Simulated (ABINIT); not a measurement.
# CdTe (F-43m): G0W0 with ABINIT, start to end

Aim: the G0W0 gap of CdTe (F-43m) on PBE, step by step.

Calculated with ABINIT 10.8.3; PBE and many-body steps on it, plane waves.

This is a report of a sequence of runs, with most program output left out.

## (1) The structure

It takes space group F-43m (No. 216, cubic). Conventional cell: a = 6.480 Å, b = 6.480 Å, c = 6.480 Å, α = 90.00°, β = 90.00°, γ = 90.00°. Nearest to Cd lie 4 Te at 2.81 Å. Te has 4 Cd at 2.81 Å nearest. Farther neighbours and most contacts between anions are not listed.

The cell and positions come from the Crystallography Open Database and are kept as given unless a step says otherwise. Spin-orbit coupling is left out unless a step names it.

## (2) Ground state

This step: ABINIT 10.8.3; DFT, PBE, plane waves, norm-conserving pseudopotentials.

The ground-state density comes first.

run.abi

```
acell 3*1.0 Angstrom
rprim 
  0.000000000000 3.240000000000 3.240000000000
  3.240000000000 0.000000000000 3.240000000000
  3.240000000000 3.240000000000 0.000000000000
ntypat 2
znucl 48 52
natom 2
typat 1 2
xred 
  0.000000000000 0.000000000000 0.000000000000
  0.250000000000 0.250000000000 0.250000000000
pp_dirpath "pseudos"
pseudos "Cd.upf, Te.upf"
ecut 47
ngkpt 6 6 6
nshiftk 1
shiftk 0 0 0
kptopt 1
chksymbreak 0
nband 23
occopt 1
tolvrs 1e-10
nstep 60
prtwf 0
optforces 0
optstress 0
indata_prefix "in"
outdata_prefix "out"
tmpdata_prefix "tmp"
```

Run with:

```bash
> OMP_NUM_THREADS=1 mpirun -n 8 abinit run.abi > log
```

Wall time 21 s (8 MPI ranks of Arm Neoverse V1, shared host); peak memory 0.77 GiB.

Numbers from this step:

```yaml
total_energy: -7625.3062 eV
gap: 0.7714 eV
k_of_the_valence_top: 0, 0, 0
k_of_the_conduction_bottom: 0, 0, 0
least_direct_gap: 0.7714 eV
```

The gap is direct, at Γ.

## (3) Bands along the symmetry lines

The cheap functional maps the bands first; the places of the edges decide which points the dearer methods must see.

run.abi

```
acell 3*1.0 Angstrom
rprim 
  0.000000000000 3.240000000000 3.240000000000
  3.240000000000 0.000000000000 3.240000000000
  3.240000000000 3.240000000000 0.000000000000
ntypat 2
znucl 48 52
natom 2
typat 1 2
xred 
  0.000000000000 0.000000000000 0.000000000000
  0.250000000000 0.250000000000 0.250000000000
pp_dirpath "pseudos"
pseudos "Cd.upf, Te.upf"
ecut 47
iscf -2
irdden 1
kptopt 0
nkpt 50
kpt 
  0.00000000 0.00000000 0.00000000
  -0.06250000 -0.06250000 0.00000000
  -0.12500000 -0.12500000 0.00000000
  -0.18750000 -0.18750000 0.00000000
  -0.25000000 -0.25000000 0.00000000
  -0.31250000 -0.31250000 0.00000000
  -0.37500000 -0.37500000 0.00000000
  -0.43750000 -0.43750000 0.00000000
  -0.50000000 -0.50000000 0.00000000
  -0.48437500 -0.48437500 0.03125000
  -0.46875000 -0.46875000 0.06250000
  -0.45312500 -0.45312500 0.09375000
  -0.43750000 -0.43750000 0.12500000
  -0.42187500 -0.42187500 0.15625000
  -0.40625000 -0.40625000 0.18750000
  -0.39062500 -0.39062500 0.21875000
  -0.37500000 -0.37500000 0.25000000
  -0.37500000 0.00000000 0.37500000
  -0.32812500 0.00000000 0.32812500
  -0.28125000 0.00000000 0.28125000
  -0.23437500 0.00000000 0.23437500
  -0.18750000 0.00000000 0.18750000
  -0.14062500 0.00000000 0.14062500
  -0.09375000 0.00000000 0.09375000
  -0.04687500 0.00000000 0.04687500
  0.00000000 0.00000000 0.00000000
  0.00000000 0.00000000 0.06250000
  0.00000000 0.00000000 0.12500000
  0.00000000 0.00000000 0.18750000
  0.00000000 0.00000000 0.25000000
  0.00000000 0.00000000 0.31250000
  0.00000000 0.00000000 0.37500000
  0.00000000 0.00000000 0.43750000
  0.00000000 0.00000000 0.50000000
  -0.06250000 -0.03125000 0.46875000
  -0.12500000 -0.06250000 0.43750000
  -0.18750000 -0.09375000 0.40625000
  -0.25000000 -0.12500000 0.37500000
  -0.31250000 -0.15625000 0.34375000
  -0.37500000 -0.18750000 0.31250000
  -0.43750000 -0.21875000 0.28125000
  -0.50000000 -0.25000000 0.25000000
  -0.50000000 -0.28125000 0.21875000
  -0.50000000 -0.31250000 0.18750000
  -0.50000000 -0.34375000 0.15625000
  -0.50000000 -0.37500000 0.12500000
  -0.50000000 -0.40625000 0.09375000
  -0.50000000 -0.43750000 0.06250000
  -0.50000000 -0.46875000 0.03125000
  -0.50000000 -0.50000000 0.00000000
istwfk *1
nband 25
nbdbuf 2
tolwfr 1e-08
nstep 40
prtwf 0
prtvol 0
indata_prefix "in"
outdata_prefix "out"
tmpdata_prefix "tmp"
```

The job ended after 30 s (8 MPI ranks; peak memory 0.69 GiB; 4 min of CPU time).

This step gave:

* gap: 0.7714 eV
* k of the valence top: 0, 0, 0
* k of the conduction bottom: 0, 0, 0
* least direct gap: 0.7714 eV

The gap is 0.771 eV, as in the run before at this level.

Electronic bands along the path, in eV, zero at the top of the highest filled band:

| point | band 15 | band 16 | band 17 | band 18 | band 19 | band 20 | band 21 | band 22 |
| --- | --- | --- | --- | --- | --- | --- | --- | --- |
| Γ | -8.02 | 0.00 | 0.00 | 0.00 | 0.77 | 4.63 | 4.63 | 4.63 |
| halfway | -7.99 | -2.66 | -1.08 | -1.08 | 2.95 | 3.34 | 6.50 | 6.50 |
| X | -7.53 | -4.30 | -1.86 | -1.86 | 2.62 | 2.68 | 8.83 | 9.18 |
| halfway | -7.50 | -4.27 | -2.15 | -1.78 | 2.72 | 3.26 | 8.11 | 8.52 |
| U | -7.48 | -4.20 | -2.55 | -1.54 | 2.91 | 4.53 | 7.37 | 7.49 |
| jump to K | -7.48 | -4.20 | -2.55 | -1.54 | 2.91 | 4.53 | 7.37 | 7.49 |
| halfway | -7.96 | -3.01 | -1.49 | -0.45 | 2.83 | 4.90 | 5.34 | 5.46 |
| Γ | -8.02 | 0.00 | 0.00 | 0.00 | 0.77 | 4.63 | 4.63 | 4.63 |
| halfway | -8.02 | -2.72 | -0.43 | -0.43 | 2.00 | 5.18 | 5.18 | 5.37 |
| L | -7.66 | -4.42 | -0.77 | -0.77 | 1.83 | 5.21 | 5.21 | 7.10 |
| halfway | -7.57 | -4.23 | -2.06 | -1.26 | 3.24 | 4.61 | 6.00 | 7.21 |
| W | -7.44 | -4.18 | -2.32 | -2.19 | 4.26 | 4.69 | 5.59 | 6.33 |
| halfway | -7.48 | -4.24 | -2.10 | -2.04 | 3.32 | 3.32 | 7.49 | 7.57 |
| X | -7.53 | -4.30 | -1.86 | -1.86 | 2.62 | 2.68 | 8.83 | 9.18 |

## (4) Empty states on the mesh, 4×4×4 mesh, 105 bands

The sums over transitions need many empty states on a uniform mesh; this step solves for them.

run.abi

```
acell 3*1.0 Angstrom
rprim 
  0.000000000000 3.240000000000 3.240000000000
  3.240000000000 0.000000000000 3.240000000000
  3.240000000000 3.240000000000 0.000000000000
ntypat 2
znucl 48 52
natom 2
typat 1 2
xred 
  0.000000000000 0.000000000000 0.000000000000
  0.250000000000 0.250000000000 0.250000000000
pp_dirpath "pseudos"
pseudos "Cd.upf, Te.upf"
ecut 47
ngkpt 4 4 4
nshiftk 1
shiftk 0 0 0
kptopt 1
chksymbreak 0
iscf -2
irdden 1
istwfk *1
nband 105
nbdbuf 8
tolwfr 1e-09
nstep 60
prtvol 0
indata_prefix "in"
outdata_prefix "out"
tmpdata_prefix "tmp"
```

Run time: 33 s. Hardware: 8 MPI ranks; peak memory 0.71 GiB; 4.3 min of CPU time.

Numbers from this step:

```
gap                                                           : 0.7714 eV
k of the valence top                                          : 0, 0, 0
k of the conduction bottom                                    : 0, 0, 0
least direct gap                                              : 0.7714 eV
k points computed                                             : 8
lowest point of the top converged band, above the valence top : 57.0840 eV
```

On this mesh the gap is 0.771 eV.

## (5) Screening, 4×4×4 mesh, 97 bands, screening to 108.8 eV

The RPA dielectric matrix is built and inverted for each q.

This step: RPA screening on PBE, plane waves, norm-conserving pseudopotentials.

Changes to run.abi since step 4:

```diff
@@ -20,10 +20,11 @@
 chksymbreak 0
-iscf -2
-irdden 1
 istwfk *1
-nband 105
-nbdbuf 8
-tolwfr 1e-09
-nstep 60
-prtvol 0
+occopt 1
+irdwfk 1
+optdriver 3
+nband 97
+ecuteps 4
+inclvkb 2
+awtr 1
+symchi 1
 indata_prefix "in"
```

Wall time 35 s (8 MPI ranks); peak memory 2.3 GiB; 4.6 min of CPU time.

Numbers from this step:

| Item | Value |
| --- | --- |
| ε∞ with local fields, on this mesh, along the program's q direction | 28.42 |
| the same without local fields | 29.81 |
| plasma frequency | 27.01 eV |
| plane waves in the screening matrix | 169 |

Local fields lower ε∞ by 5 %.

## (6) Self-energy, 4×4×4 mesh, 97 bands, screening to 108.8 eV

The self-energy is evaluated for the states that the input lists, and the levels follow from it, in one-shot runs by the linearised quasiparticle equation.

This step: G0W0 on PBE, plane waves, norm-conserving pseudopotentials.

Changes to run.abi since step 5:

```diff
@@ -23,8 +23,15 @@
 irdwfk 1
-optdriver 3
+optdriver 4
 nband 97
+gwcalctyp 0
+ecutsigx 47
+symsigma 1
+nkptgw 1
+kptgw 
+  0.0000000000 0.0000000000 0.0000000000
+bdgw 
+  16 22
 ecuteps 4
-inclvkb 2
-awtr 1
-symchi 1
+irdscr 1
+ppmodel 1
 indata_prefix "in"
```

The job ended after 4.9 s (8 MPI ranks; peak memory 1.9 GiB).

This step gave:

* G0W0 gap on the points computed: 1.868 eV
* starting gap on the mesh: 0.7714 eV
* k of the valence top: 0, 0, 0
* k of the conduction bottom: 0, 0, 0
* Z at the valence top: 0.796
* Z at the conduction bottom: 0.808
* least direct G0W0 gap on the computed points: 1.868 eV

The gap on the mesh goes from 0.77 eV to 1.87 eV, a correction of +1.10 eV.

Limits: finite bands, cutoff and mesh; exchange with frozen shells missing; no spin-orbit coupling; coarse k mesh. v1 is the top filled band, c1 the lowest empty one. The levels before and after the correction (eV, zero at the valence-band top of each column):

|  | conduction bottom | valence top |
| --- | --- | --- |
| Kohn-Sham | 0.77 | 0.00 |
| G0W0 | 1.87 | 0.00 |

|  | level | energy (eV) |
| --- | --- | --- |
| Kohn-Sham | Γ v3-v1 | 0.000 |
| Kohn-Sham | Γ c1 | 0.771 |
| Kohn-Sham | Γ c2-c4 | 4.626 |
| G0W0 | Γ v3-v1 | 0.000 |
| G0W0 | Γ c1 | 1.868 |
| G0W0 | Γ c2-c4 | 5.845 |

## (7) Where the time went

Times are wall times on 8 MPI ranks of Arm Neoverse V1, shared host, good to a factor of about two.

| step | time | share | memory (GiB) |
| --- | --- | --- | --- |
| ground state | 21 s | 17 % | 0.77 |
| bands along the symmetry lines | 30 s | 25 % | 0.69 |
| empty states on the mesh | 33 s | 26 % | 0.71 |
| screening | 35 s | 28 % | 2.3 |
| self-energy | 4.9 s | 4 % | 1.9 |

## (8) What came out

| Property | Result |
| --- | --- |
| PBE gap | 0.77 eV, direct |
| G0W0 gap on the mesh | 1.87 eV |
| GW settings | 4×4×4 mesh, 97 bands, screening to 108.8 eV, Godby-Needs plasmon pole |
| known limits | not at the basis limit; exchange with frozen shells missing; mesh may overstate the screening; no spin-orbit coupling; coarse k mesh |

**Reading.** G0W0 moves the gap on the mesh from 0.77 eV to 1.87 eV (+1.10 eV), with Z of 0.80 and 0.81 at the edges. Local fields lower the RPA ε∞ on this mesh from 29.81 to 28.42. Only 1 of the mesh's irreducible points was corrected, so a valley elsewhere could overtake. Bands and cutoff are finite, so the gap is not at the basis limit. The miss can reach some tenths of an eV and take either sign; the mesh is an error of its own. In the G0W0 run levels were corrected at 1 k point alone, so a gap called «on the mesh» is the least over those, and an edge elsewhere would be missed. The 4×4×4 mesh is coarse for this cell, which bears on the long-range parts of exchange and screening. The norm-conserving file of at least one element keeps a d shell over frozen s and p shells of the same row. Exchange with those shells is missing from the self-energy, an error of 0.3 to 0.9 eV in cases checked, whose sign depends on which edge lies on those atoms. The RPA ε∞ on this mesh reaches over 25; with a narrow direct gap a coarse mesh can overstate it, and the correction is then too small. The many-body steps are scalar-relativistic: spin-orbit coupling is not in them.

[Paths, hosts, dates, memory and timing lines, banners, echoed tables and standing remarks are left out of the program output.]

[Logs are printed without paths, hosts, clocks, repeated set-up lines and the standing remarks that a program may print on its own settings, such as how far it seeks lower states.]

[Runs of the session that timed out or met a known fault of the program may be left out.]

[No measured gap is set beside runs whose start may be inverted or whose files or cutoffs have a known fault.]

[Hosts, paths, dates, database ids (printed as entryN), source tags and the programs' standing remarks are cut or masked in the printed files.]

[G0W0 gaps are taken among the corrected bands and points alone; a level outside them can change the order at an edge.]

[Where Ansatz stands beside ABINIT at settings called matched, ABINIT's density can come from a denser mesh and the files from another edition; pairs whose starting gaps differed by over 0.03 eV were left out, so agreement reads better than it is.]
